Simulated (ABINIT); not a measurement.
# LiNbO3 (R3c): G0W0 with and without spin-orbit coupling, part 2 of 2

Wanted: the effect of spin-orbit coupling on the quasiparticle gap of LiNbO3 (R3c).

ABINIT 10.8.3; PBE and many-body steps on it, plane waves. Known limits of the many-body steps: not at the basis limit; screening head approximate; no spin-orbit coupling in some runs.

So far. Step 4 (Scalar-relativistic): The gap on the mesh goes from 3.62 eV to 5.43 eV, a correction of +1.82 eV. Step 5 (Empty states on the mesh, 4×4×4 mesh, 166 bands): On this mesh the gap is 3.578 eV.

## 7. With spin-orbit coupling

This step: G0W0 on PBE with spin-orbit coupling, plane waves, norm-conserving pseudopotentials.

run.abi

```
acell 3*1.0 Angstrom
rprim 
  2.575800000019 1.487138823389 4.623000000000
  -2.575800000018 1.487138823389 4.623000000000
  0.000000000000 -2.974277646779 4.623000000000
ntypat 3
znucl 3 41 8
natom 10
typat 1 1 2 2 3 3 3 3 3 3
xred 
  0.281500000000 0.281500000000 0.281500000000
  0.781500000000 0.781500000000 0.781500000000
  0.000055000000 0.000055000000 0.000055000000
  0.500055000000 0.500055000000 0.500055000000
  0.112310000000 0.358360000000 0.719590000000
  0.719590000000 0.112310000000 0.358360000000
  0.358360000000 0.719590000000 0.112310000000
  0.219590000000 0.858360000000 0.612310000000
  0.858360000000 0.612310000000 0.219590000000
  0.612310000000 0.219590000000 0.858360000000
pp_dirpath "pseudos"
pseudos "Li.upf, Nb.upf, O.upf"
ecut 37
nspinor 2
ngkpt 4 4 4
nshiftk 1
shiftk 0 0 0
kptopt 1
chksymbreak 0
istwfk *1
occopt 1
irdwfk 1
optdriver 4
nband 152
gwcalctyp 0
ecutsigx 37
symsigma 0
nkptgw 2
kptgw 
  0.0000000000 0.0000000000 0.0000000000
  0.5000000000 0.2500000000 0.0000000000
bdgw 
  65 72
  66 71
ecuteps 3
irdscr 1
ppmodel 1
indata_prefix "in"
outdata_prefix "out"
tmpdata_prefix "tmp"
```

Run with:

```sh
$ OMP_NUM_THREADS=1 mpirun -n 4 abinit run.abi > log
```

Numbers of over 12 decimals in the logs are rounded to 6 here.

Log:

```text
.Version 10.8.3 of ABINIT. v10.8.2 released Aug 2026.

 Symmetries : space group R3 c (#161); Bravais hR (rhombohedral)
[... echo of the input left out ...]
== DATASET  1 ==================================================================
-   mpi_nproc: 4, omp_nthreads: 1 (-1 if OMP is not activated)

--- !DatasetInfo
iteration_state: {dtset: 1, }
dimensions: {natom: 10, nkpt: 13, mband: 152, nsppol: 1, nspinor: 2, nspden: 1, mpw: 7739, }
cutoff_energies: {ecut:  37.0, pawecutdg:  -1.0, }
electrons: {nelect:   6.80000000E+01, charge:   0.00000000E+00, occopt:   1.00000000E+00, tsmear:   1.00000000E-02, }

 SIGMA: Calculation of the GW corrections

 Based on a program developped by R.W. Godby, V. Olevano, G. Onida, and L. Reining.
 Incorporated in ABINIT by V. Olevano, G.-M. Rignanese, and M. Torrent.
.Using double precision arithmetic ; gwpc =  8

[... cell and pseudopotentials left out ...]
--------------------------------------------------------------------------------

 ==== K-mesh for the wavefunctions ====
 Number of points in the irreducible wedge :    13
[... list of points left out ...]
 Together with  6 symmetry operations and time-reversal symmetry
 yields    64 points in the full Brillouin Zone.

 ==== Q-mesh for screening function ====
 Number of points in the irreducible wedge :    13
[... list of points left out ...]
 Together with  6 symmetry operations and time-reversal symmetry
 yields    64 points in the full Brillouin Zone.

 vcoul_init : cutoff-mode = AUXILIARY_FUNCTION
 q-points for optical limit:   1
     1)      0.000010    0.000020    0.000030
 setmesh: FFT mesh size selected  =    60x   60x   60
          total number of points  =       216000

 Number of electrons calculated from density =   68.0000; Expected =   68.0000
[...]
number of omega for Sigma on real axis              0
 max omega for Sigma on real axis  [eV]           0.00
 zcut for avoiding poles [eV]                     0.10

 EPSILON^-1 parameters (SCR file):
 dimension of the eps^-1 matrix on file            175
 dimension of the eps^-1 matrix used               175
 number of plane-waves for wavefunctions          7739
 number of bands                                   152
 number of q-points in IBZ                          13
 number of frequencies                               2
 number of real frequencies                          1
 number of imag frequencies                          1

 matrix elements of self-energy operator (all in [eV])

 Perturbative Calculation

--- !SelfEnergy_ee
iteration_state: {dtset: 1, }
kpoint     : [   0.000,    0.000,    0.000, ]
spin       : 1
KS_gap     :    3.594
QP_gap     :    5.424
Delta_QP_KS:    1.830
data: !SigmaeeData |
     Band     E0 <VxcDFT>   SigX SigC(E0)      Z dSigC/dE  Sig(E)    E-E0       E
       65   4.468 -19.861 -24.867   5.239   0.771  -0.296 -19.681   0.180   4.648
       66   4.468 -19.861 -24.867   5.239   0.771  -0.296 -19.681   0.180   4.648
       67   4.486 -19.870 -24.863   5.229   0.772  -0.296 -19.688   0.182   4.668
[...]
--- !SelfEnergy_ee
iteration_state: {dtset: 1, }
kpoint     : [   0.500,    0.250,    0.000, ]
spin       : 1
KS_gap     :    3.695
QP_gap     :    5.547
Delta_QP_KS:    1.852
data: !SigmaeeData |
     Band     E0 <VxcDFT>   SigX SigC(E0)      Z dSigC/dE  Sig(E)    E-E0       E
[...]
70   8.120 -17.047 -11.272  -3.326   0.815  -0.227 -15.051   1.996  10.115
       71   8.558 -17.485 -11.712  -3.258   0.809  -0.237 -15.452   2.033  10.591

== END DATASET(S) ==============================================================
================================================================================

 -outvars: echo values of variables after computation  --------
           etotal      0.0000000000E+00
            nband         152
             nkpt          13
          spgroup         161
 [... the other variables as echoed above ...]

 Calculation completed.
```

Elapsed: 5.2 min, on 4 MPI ranks of Arm Neoverse V1, shared host; peak memory 7.4 GiB; 21 min of CPU time.

Numbers from this step:

| Property | Result |
| --- | --- |
| G0W0 gap on the points computed | 5.397 eV |
| starting gap on the mesh | 3.578 eV |
| k of the valence top | 0, 0, 0 |
| k of the conduction bottom | 0.5, 0.25, 0 |
| Z at the valence top | 0.772 |
| Z at the conduction bottom | 0.815 |
| least direct G0W0 gap on the computed points | 5.424 eV |

Against G0W0 in ABINIT (4×4×4 mesh, 76 bands, screening to 81.6 eV, Godby-Needs plasmon pole), the gap moves by −0.035 eV.

## 8. Side by side

Times are wall times on 4 MPI ranks of Arm Neoverse V1, shared host, good to a factor of about two. A run's time includes the screening step that it read.

| run | mesh | bands | screening cutoff (eV) | DFT gap (eV) | gap on the mesh (eV) | direct (eV) | ε∞ used | time |
| --- | --- | --- | --- | --- | --- | --- | --- | --- |
| scalar-relativistic | 4×4×4 | 76 | 81.6 | 3.616 | 5.432 | 5.449 | 5.72 | 3.3 min |
| with spin-orbit coupling | 4×4×4 | 152 | 81.6 | 3.578 | 5.397 | 5.424 | 5.72 | 36 min |

## 9. Outcome

- scalar-relativistic: 5.432 eV
- with spin-orbit coupling: 5.397 eV
- known limits: not at the basis limit; screening head approximate; no spin-orbit coupling in some runs

**Reading.** With spin-orbit coupling: −0.035 eV against scalar-relativistic, −0.038 eV of it in the start. Bands and cutoff are finite, so the gap is not at the basis limit. The miss can reach some tenths of an eV and take either sign; the mesh is an error of its own. In the G0W0 runs levels were corrected at 2 k points alone, so a gap called «on the mesh» is the least over those, and an edge elsewhere would be missed. The long-wavelength limit of the screening leaves out the non-local commutator, which shifts ε∞.

[Paths, hosts, dates, memory and timing lines, banners, echoed tables and standing remarks are left out of the program output.]

[Logs are printed without paths, hosts, clocks, repeated set-up lines and the standing remarks that a program may print on its own settings, such as how far it seeks lower states.]

[Runs of the session that timed out or met a known fault of the program may be left out.]

[Hosts, paths, dates, database ids (printed as entryN), source tags and the programs' standing remarks are cut or masked in the printed files.]

[G0W0 gaps are taken among the corrected bands and points alone; a level outside them can change the order at an edge.]

[Where Ansatz stands beside ABINIT at settings called matched, ABINIT's density can come from a denser mesh and the files from another edition; pairs whose starting gaps differed by over 0.03 eV were left out, so agreement reads better than it is.]
